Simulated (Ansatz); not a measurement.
**Cs2AgSbBr6 (Fm-3m): how G0W0 depends on its starting point**

Aim: G0W0 for Cs2AgSbBr6 (Fm-3m) on several starting functionals, at one mesh, band count and screening cutoff.

Method: G0W0 on several functionals, plane waves, PAW, in Ansatz 0.2.0.

In doubt: one-shot GW on d or f shells is unsure, so the values of those runs are not to be relied on.

## (1) Starting point

Symmetry: Fm-3m, No. 225, cubic system. The conventional cell has a = 11.379 Å, b = 11.379 Å, c = 11.379 Å, α = 90.00°, β = 90.00°, γ = 90.00°. Nearest to Cs lie 12 Br at 4.02 Å. Ag has 6 Br at 2.86 Å nearest. Nearest to Sb lie 6 Br at 2.83 Å. Nearest to Br lie 1 Sb at 2.83 Å and 1 Ag at 2.86 Å and 4 Cs at 4.02 Å. Farther neighbours and most contacts between anions are not listed.

Structure file:

```cif
data_structure
_symmetry_space_group_name_H-M 'P 1'
_symmetry_Int_Tables_number 1
_cell_length_a 8.0458
_cell_length_b 8.0458
_cell_length_c 8.0458
_cell_angle_alpha 60.000
_cell_angle_beta 60.000
_cell_angle_gamma 60.000
_cell_volume 368.29
loop_
_atom_site_label
_atom_site_type_symbol
_atom_site_fract_x
_atom_site_fract_y
_atom_site_fract_z
_atom_site_occupancy
Cs1 Cs 0.75000 0.75000 0.75000 1
Cs2 Cs 0.25000 0.25000 0.25000 1
Ag3 Ag 0.50000 0.50000 0.50000 1
Sb4 Sb 0.00000 0.00000 0.00000 1
Br5 Br 0.75155 0.24845 0.24845 1
Br6 Br 0.24845 0.24845 0.75155 1
Br7 Br 0.24845 0.75155 0.75155 1
Br8 Br 0.24845 0.75155 0.24845 1
Br9 Br 0.75155 0.24845 0.75155 1
Br10 Br 0.75155 0.75155 0.24845 1
```

The cell and positions are those that the Materials Project relaxed with its own functionals (PBE, PBE+U or r2SCAN), kept fixed. Spin-orbit coupling is left out unless a step names it.

## (2) G0W0 on LDA

G0W0 replaces the xc potential by the self-energy, built once from these orbitals. Only a window of levels is corrected, while the sums run over the empty bands that the input names. This step takes hard PAW files.

This step: G0W0 on LDA, plane waves, PAW.

File input.yaml:

```yaml
crystal:
  lattice:
    - [0.0, 5.689253, 5.689253]
    - [5.689253, 0.0, 5.689253]
    - [5.689253, 5.689253, 0.0]
  atoms:
    - { symbol: Cs, position: [0.75, 0.75, 0.75] }
    - { symbol: Cs, position: [0.25, 0.25, 0.25] }
    - { symbol: Ag, position: [0.5, 0.5, 0.5] }
    - { symbol: Sb, position: [0.0, 0.0, 0.0] }
    - { symbol: Br, position: [0.751554, 0.248446, 0.248446] }
    - { symbol: Br, position: [0.248446, 0.248446, 0.751554] }
    - { symbol: Br, position: [0.248446, 0.751554, 0.751554] }
    - { symbol: Br, position: [0.248446, 0.751554, 0.248446] }
    - { symbol: Br, position: [0.751554, 0.248446, 0.751554] }
    - { symbol: Br, position: [0.751554, 0.751554, 0.248446] }
kpoints:
  mp_grid: { grid: [4, 4, 4] }
hamiltonian:
  xc: lda
  pseudopotentials: { kind: paw, source: ansatz }
scf:
  occupations: { method: fixed }
gw:
  n_empty_bands: 1536
  ecut_chi: 150.0
  qp_bands: [v3, c3]
  qp_kpoints: band_edges
  screening: { model: contour_deformation }
```

Launch:

```console
$ ansatz run input.yaml --threads 16 --pin off --max-ram 82944MiB --backend cuda --events-out ev --progress --plain --runs-dir out --devices 1 --max-vram 78GiB
```

Numbers of over 12 decimals in the logs are rounded to 6 here.

Output:

```text
GPUs: using 1 of 1 available (devices: 1).
Engine: ansatz 0.2.0, aarch64-unknown-linux-gnu
Pseudopotentials: kind: paw
Pseudopotential: Cs, paw, valence charge 9, recommended cutoff 520 eV (normal), Cs.paw.azcp
Pseudopotential: Ag, paw, valence charge 19, recommended cutoff 480 eV (normal), Ag.paw.azcp
Pseudopotential: Sb, paw, valence charge 21, recommended cutoff 460 eV (normal), Sb.paw.azcp
Pseudopotential: Br, paw, valence charge 17, recommended cutoff 680 eV (normal), Br.paw.azcp
Functional definition: SPW92
  exchange = slater_x
  correlation = pw_c
[...]
Crystal: 10 atoms, lattice volume = 368.295 Å³
Basis set: ecut = 680 eV, 14841 PW (Γ)
Bands: 96, of which v1, the nominal top of the filled ones, is band 80 counted from 1 (79 counted from 0)
Symmetry: 48 space group operations
Space group: Fm-3m (ITA 225), of the structure as read, at distance tolerance 7.2e-5 Å
k-points: 8 of 64
Non-local potential: Cs, projectors of the file, l = 0: 3, l = 1: 2, l = 2: 2, l = 3: 3
Non-local potential: Ag, projectors of the file, l = 0: 3, l = 1: 2, l = 2: 2, l = 3: 2
Non-local potential: Sb, projectors of the file, l = 0: 2, l = 1: 4, l = 2: 3, l = 3: 2
Non-local potential: Br, projectors of the file, l = 0: 2, l = 1: 2, l = 2: 3, l = 3: 1
PAW form: soft (Blöchl's): semilocal exchange-correlation on the pseudo side does not see the compensation charge
PAW frozen core: Cs, regenerated for the run's functional, and the local potential with it (the file was generated under x = pbe(κ = 0.804, μ = 0.219515), c = pbe(β = 0.066725))
PAW frozen core: Ag, regenerated for the run's functional, and the local potential with it (the file was generated under x = pbe(κ = 0.804, μ = 0.219515), c = pbe(β = 0.066725))
PAW frozen core: Sb, regenerated for the run's functional, and the local potential with it (the file was generated under x = pbe(κ = 0.804, μ = 0.219515), c = pbe(β = 0.066725))
PAW frozen core: Br, regenerated for the run's functional, and the local potential with it (the file was generated under x = pbe(κ = 0.804, μ = 0.219515), c = pbe(β = 0.066725))
PAW one-centre angular grid: Cs, 194 points (default); XC on 64 Gauss nodes
PAW one-centre angular grid: Ag, 590 points (default); XC on 64 Gauss nodes
PAW one-centre angular grid: Sb, 590 points (default); XC on 64 Gauss nodes
[...]
Initial density: superposition of atomic densities (chi_scale 0.1, normalization cell, long waves kept (reshape's long-wave potential 0.00 eV rms))
Initial wavefunctions: pseudopotential atomic-orbital guess
[...]
Functional: x = slater, c = lda
SCF iter   1: F=—  HF=-63934.447030 eV  |F-HF|=—  |Δ(HF+E_count)|=         —  Δρ=4.97e-2  dr2=1.76e1  ethr=3.10e-3  ⟨swp⟩=9.8  Hψ=3146  notcnv=0  defer=106
preconditioner: auto → Resta (q_TF=auto, 2.374 Å⁻¹)  ε∞=3.4  [insulator: Δε(μ)=0.183 eV  Ē_g=10.536 eV  n_scr=64 (ndim 8)  ℏωp=16.4 eV  f_vac=0.114  ε∞_Penn≈3.4]
SCF iter   2: F=—  HF=-63928.517187 eV  |F-HF|=—  |Δ(HF+E_count)|=    5.93e0  Δρ=1.50e-2  dr2=2.11e0  ethr=3.10e-3  ⟨swp⟩=5.4  Hψ=2055  notcnv=0  defer=104
SCF iter   3: F=—  HF=-63927.466931 eV  |F-HF|=—  |Δ(HF+E_count)|=    1.05e0  Δρ=7.61e-3  dr2=5.25e-1  ethr=1.32e-3  ⟨swp⟩=4.4  Hψ=1769  notcnv=0  defer=108
SCF iter   4: F=—  HF=-63927.240801 eV  |F-HF|=—  |Δ(HF+E_count)|=   2.26e-1  Δρ=3.51e-3  dr2=9.91e-2  ethr=3.28e-4  ⟨swp⟩=4.9  Hψ=1596  notcnv=0  defer=107
SCF iter   5: F=—  HF=-63927.206587 eV  |F-HF|=—  |Δ(HF+E_count)|=   3.42e-2  Δρ=1.55e-3  dr2=1.58e-2  ethr=6.19e-5  ⟨swp⟩=4.9  Hψ=1323  notcnv=0  defer=109
SCF iter   6: F=—  HF=-63927.201985 eV  |F-HF|=—  |Δ(HF+E_count)|=   4.60e-3  Δρ=3.77e-4  dr2=7.15e-4  ethr=9.85e-6  ⟨swp⟩=4.8  Hψ=1303  notcnv=0  defer=108
[...]
SCF iter   8: F=—  HF=-63927.202216 eV  |F-HF|=—  |Δ(HF+E_count)|=   4.16e-6  Δρ=3.33e-5  dr2=3.56e-6  ethr=4.30e-8  ⟨swp⟩=3.9  Hψ=1679  notcnv=0  defer=109
SCF iter   9: F=—  HF=-63927.202219 eV  |F-HF|=—  |Δ(HF+E_count)|=   2.38e-6  Δρ=6.11e-6  dr2=1.60e-7  ethr=2.22e-9  ⟨swp⟩=3.4  Hψ=1456  notcnv=0  defer=109
[...]
SCF 1 converged in 10 iterations: F = -63927.202219 eV  dr2 = 4.21e-9
[...]
SCF converged after 10 iterations
[...]
--- G₀W₀: contour deformation, 8 samples at zero and on the imaginary axis and 2 off it, 64 q-points, 1536 empty bands' worth ---
  eigenvalues of the whole cell's RPA ε∞ on this k-mesh (on a slab, of 1 + 4πα/V) = 5.5577, 5.5577, 5.5577; static W/v taken at q = 0 is 0.179931
  bands read: the sum over 1616 bands ends inside a degenerate multiplet in 4 slots, whose members it reads at an even weight; the widest, k=1: bands 1616 to 1617 (counted from 1) at 1/2 each
  gw.qp_kpoints: band_edges: 8 of 8 stored k-points solved, in 1 pass; an edge of the gap read off the rows below is read off those points alone
    ik  band        ε_KS         Σx   Σc(E_QP)       V_xc       Z   E_QP_lin       E_QP  E_QP is
     0    78      3.7521   -19.7427     2.5771   -16.2031  0.7250     2.7518     2.7897  root
     0    79      4.0216   -25.6710     2.8182   -22.2431  0.7197     3.3988     3.4118  root
     0    80      4.0216   -25.6710     2.8182   -22.2431  0.7197     3.3988     3.4118  root
     0    81      6.8085    -9.6627    -3.5880   -13.7537  0.7564     7.3187     7.3115  root
     0    82      6.8085    -9.6627    -3.5880   -13.7537  0.7564     7.3187     7.3115  root
     0    83      6.8085    -9.6627    -3.5880   -13.7537  0.7564     7.3187     7.3115  root
     1    78      3.6583   -19.6218     2.6111   -16.0467  0.7231     2.6546     2.6943  root
     1    79      3.7530   -22.4158     2.7384   -18.8872  0.7191     2.9373     2.9628  root
     1    80      3.7530   -22.4158     2.7384   -18.8872  0.7191     2.9373     2.9628  root
     1    81      6.2768   -10.0758    -3.4591   -14.0156  0.7631     6.7627     6.7574  root
     1    82      7.4491   -11.2657    -3.6384   -15.3800  0.7339     7.9351     7.9249  root
     1    83      7.4491   -11.2657    -3.6384   -15.3800  0.7339     7.9351     7.9249  root
     2    78      3.6217   -21.7918     2.8065   -18.1546  0.7164     2.7610     2.7911  root
     2    79      3.6217   -21.7918     2.8065   -18.1546  0.7164     2.7610     2.7911  root
     2    80      3.7795   -18.0820     1.2341   -16.3444  0.7289     3.2659     3.2760  root
     2    81      5.7145   -10.0003    -3.3840   -13.8577  0.7689     6.1920     6.1879  root
     2    82      8.0800   -12.4576    -3.8720   -16.8184  0.7163     8.5684     8.5687  root
     2    83      8.0800   -12.4576    -3.8720   -16.8184  0.7163     8.5684     8.5687  root
     3    78      3.7440   -19.7182     2.5797   -16.1768  0.7248     2.7442     2.7823  root
     3    79      3.8967   -20.7172     1.8601   -18.2937  0.7247     3.3205     3.3333  root
     3    80      4.0190   -25.6823     2.8282   -22.2443  0.7192     3.3963     3.4092  root
     3    81      7.0446   -10.1785    -3.6438   -14.3159  0.7478     7.5460     7.5382  root
     3    82      7.0446   -10.1785    -3.6438   -14.3159  0.7478     7.5460     7.5382  root
     3    83      7.1684   -12.0522    -3.4985   -16.0088  0.7414     7.6334     7.6264  root
[...]
6    82      7.2429   -10.4552    -3.7257   -14.6752  0.7415     7.7465     7.7372  root
     6    83      7.5601   -10.8677    -3.8496   -15.2133  0.7289     8.0662     8.0561  root
     7    78      3.5083   -19.7638     2.7099   -16.1010  0.7195     2.5136     2.5555  root
     7    79      3.5380   -23.1878     2.9054   -19.5547  0.7106     2.7875     2.8103  root
     7    80      4.8515   -22.5345     1.5538   -20.5019  0.7404     4.3671     4.3727  root
     7    81      7.0293   -11.5943    -3.5768   -15.6429  0.7439     7.5087     7.5010  root
     7    82      7.4159   -10.7524    -3.7831   -15.0284  0.7341     7.9178     7.9087  root
     7    83      7.4159   -10.7524    -3.7831   -15.0284  0.7341     7.9178     7.9087  root
```

Elapsed: 64 s, on 1 × NVIDIA GB200 (shared by 2 runs) with 16 threads of Arm Neoverse V2, shared host; peak memory 9.3 GiB; 2.7 min of CPU time.

The column dr2 measures how far the density is from self-consistency, as an energy; F and HF (Harris–Foulkes) agree once it is small.

This step gave:

```yaml
bands_summed: 1616
rpa_eps_infinity_on_this_mesh_eigenvalues: 5.558, 5.558, 5.558
plane_waves_in_the_screening_matrix: 1471
q_points_in_the_mesh: 64
g0w0_gap_on_the_mesh: 1.702 eV
k_of_the_valence_top: 0, -0.5, -0.5
k_of_the_conduction_bottom: 0, 0, -0.5
starting_gap_on_the_mesh: 0.7618 eV
z_at_the_valence_top: 0.7415
z_at_the_conduction_bottom: 0.7689
least_direct_g0w0_gap_on_the_computed_points: 2.899 eV
```

The gap on the mesh goes from 0.76 eV to 1.70 eV, a correction of +0.94 eV. Between the two edge states, bare exchange in place of the xc potential would open the gap by 5.83 eV, and correlation takes back 4.89 eV.

## (3) G0W0 on r2SCAN

One-shot GW remembers its start. Another functional's orbitals and levels show by how much.

This step: G0W0 on r2SCAN, plane waves, PAW.

input.yaml, as its differences from that of step 2:

```diff
@@ -19,3 +19,3 @@
 hamiltonian:
-  xc: lda
+  xc: r2scan
   pseudopotentials: { kind: paw, source: ansatz }
```

Output:

```text
GPUs: using 1 of 1 available (devices: 1).
[...]
Crystal: 10 atoms, lattice volume = 368.295 Å³
Basis set: ecut = 680 eV, 14841 PW (Γ), exchange–correlation on 288×288×288 points (64 copies of the dense FFT grid, shifted against one another)
Bands: 96, of which v1, the nominal top of the filled ones, is band 80 counted from 1 (79 counted from 0)
Symmetry: 48 space group operations
[...]
k-points: 8 of 64
[...]
SCF iter   1: F=—  HF=-65210.956428 eV  |F-HF|=—  |Δ(HF+E_count)|=         —  Δρ=4.87e-2  dr2=1.44e1  dr2_τ=1.91e-1  ethr=3.10e-3  ⟨swp⟩=8.8  Hψ=2908  notcnv=0  defer=109
[...]
SCF iter   6: F=—  HF=-65204.930211 eV  |F-HF|=—  |Δ(HF+E_count)|=   2.14e-4  Δρ=2.82e-4  dr2=3.82e-4  dr2_τ=2.78e-5  ethr=7.92e-6  ⟨swp⟩=5.0  Hψ=1548  notcnv=0  defer=108
[...]
SCF iter   8: F=—  HF=-65204.930681 eV  |F-HF|=—  |Δ(HF+E_count)|=   2.80e-5  Δρ=3.56e-5  dr2=5.30e-6  dr2_τ=2.30e-7  ethr=6.00e-8  ⟨swp⟩=4.0  Hψ=1840  notcnv=0  defer=108
[...]
SCF 1 converged in 10 iterations: F = -65204.930687 eV  dr2 = 1.81e-8
[...]
SCF converged after 10 iterations
[...]
0    78      3.6432   -19.7844     2.4310   -16.4093  0.7488     2.6716     2.6991  root
     0    79      4.0140   -26.4567     2.9017   -22.9639  0.7393     3.4133     3.4231  root
     0    80      4.0140   -26.4567     2.9017   -22.9639  0.7393     3.4133     3.4231  root
     0    81      7.3288    -9.6162    -3.4492   -13.3358  0.7759     7.6007     7.5992  root
     0    82      7.3288    -9.6162    -3.4492   -13.3358  0.7759     7.6007     7.5992  root
     0    83      7.3288    -9.6162    -3.4492   -13.3358  0.7759     7.6007     7.5992  root
     1    78      3.5505   -19.6734     2.4602   -16.2640  0.7473     2.5724     2.6012  root
     1    79      3.7080   -23.9589     2.8092   -20.4259  0.7380     2.9677     2.9842  root
[...]
7    80      4.9776   -22.6346     1.5374   -20.5308  0.7620     4.4049     4.4112  root
     7    81      7.5451   -11.1813    -3.4700   -14.9401  0.7678     7.8358     7.8338  root
     7    82      7.8825   -10.5537    -3.6110   -14.4759  0.7593     8.1963     8.1938  root
     7    83      7.8825   -10.5537    -3.6110   -14.4759  0.7593     8.1963     8.1938  root
```

It took 1.8 min on 1 × NVIDIA GB200 (shared by 2 runs) with 16 threads; peak memory 11 GiB; 4.3 min of CPU time.

This step gave:

| Quantity | Value |
| --- | --- |
| bands summed | 1616 |
| RPA ε∞ on this mesh (eigenvalues) | 4.411, 4.411, 4.411 |
| plane waves in the screening matrix | 1471 |
| q-points in the mesh | 64 |
| G0W0 gap on the mesh | 1.973 eV |
| k of the valence top | 0, -0.5, -0.5 |
| k of the conduction bottom | 0, 0, -0.5 |
| starting gap on the mesh | 1.205 eV |
| Z at the valence top | 0.7629 |
| Z at the conduction bottom | 0.7872 |
| least direct G0W0 gap on the computed points | 3.177 eV |

Against the run with 4×4×4 mesh, 1536 empty bands, screening to 150 eV, hard PAW files on LDA, the gap moves by +0.27 eV, while the start moved by +0.44 eV.

[end of part 1 of 2]

[Paths, hosts, dates, memory and timing lines, banners, echoed tables and standing remarks are left out of the program output.]

[Logs are printed without paths, hosts, clocks, repeated set-up lines and the standing remarks that a program may print on its own settings, such as how far it seeks lower states.]

[Runs of the session that timed out or met a known fault of the program may be left out.]

[Cells called generated may have been cut or substituted from an entry of the Crystallography Open Database or the Materials Project.]

[Hosts, paths, dates, database ids (printed as entryN), source tags and the programs' standing remarks are cut or masked in the printed files.]
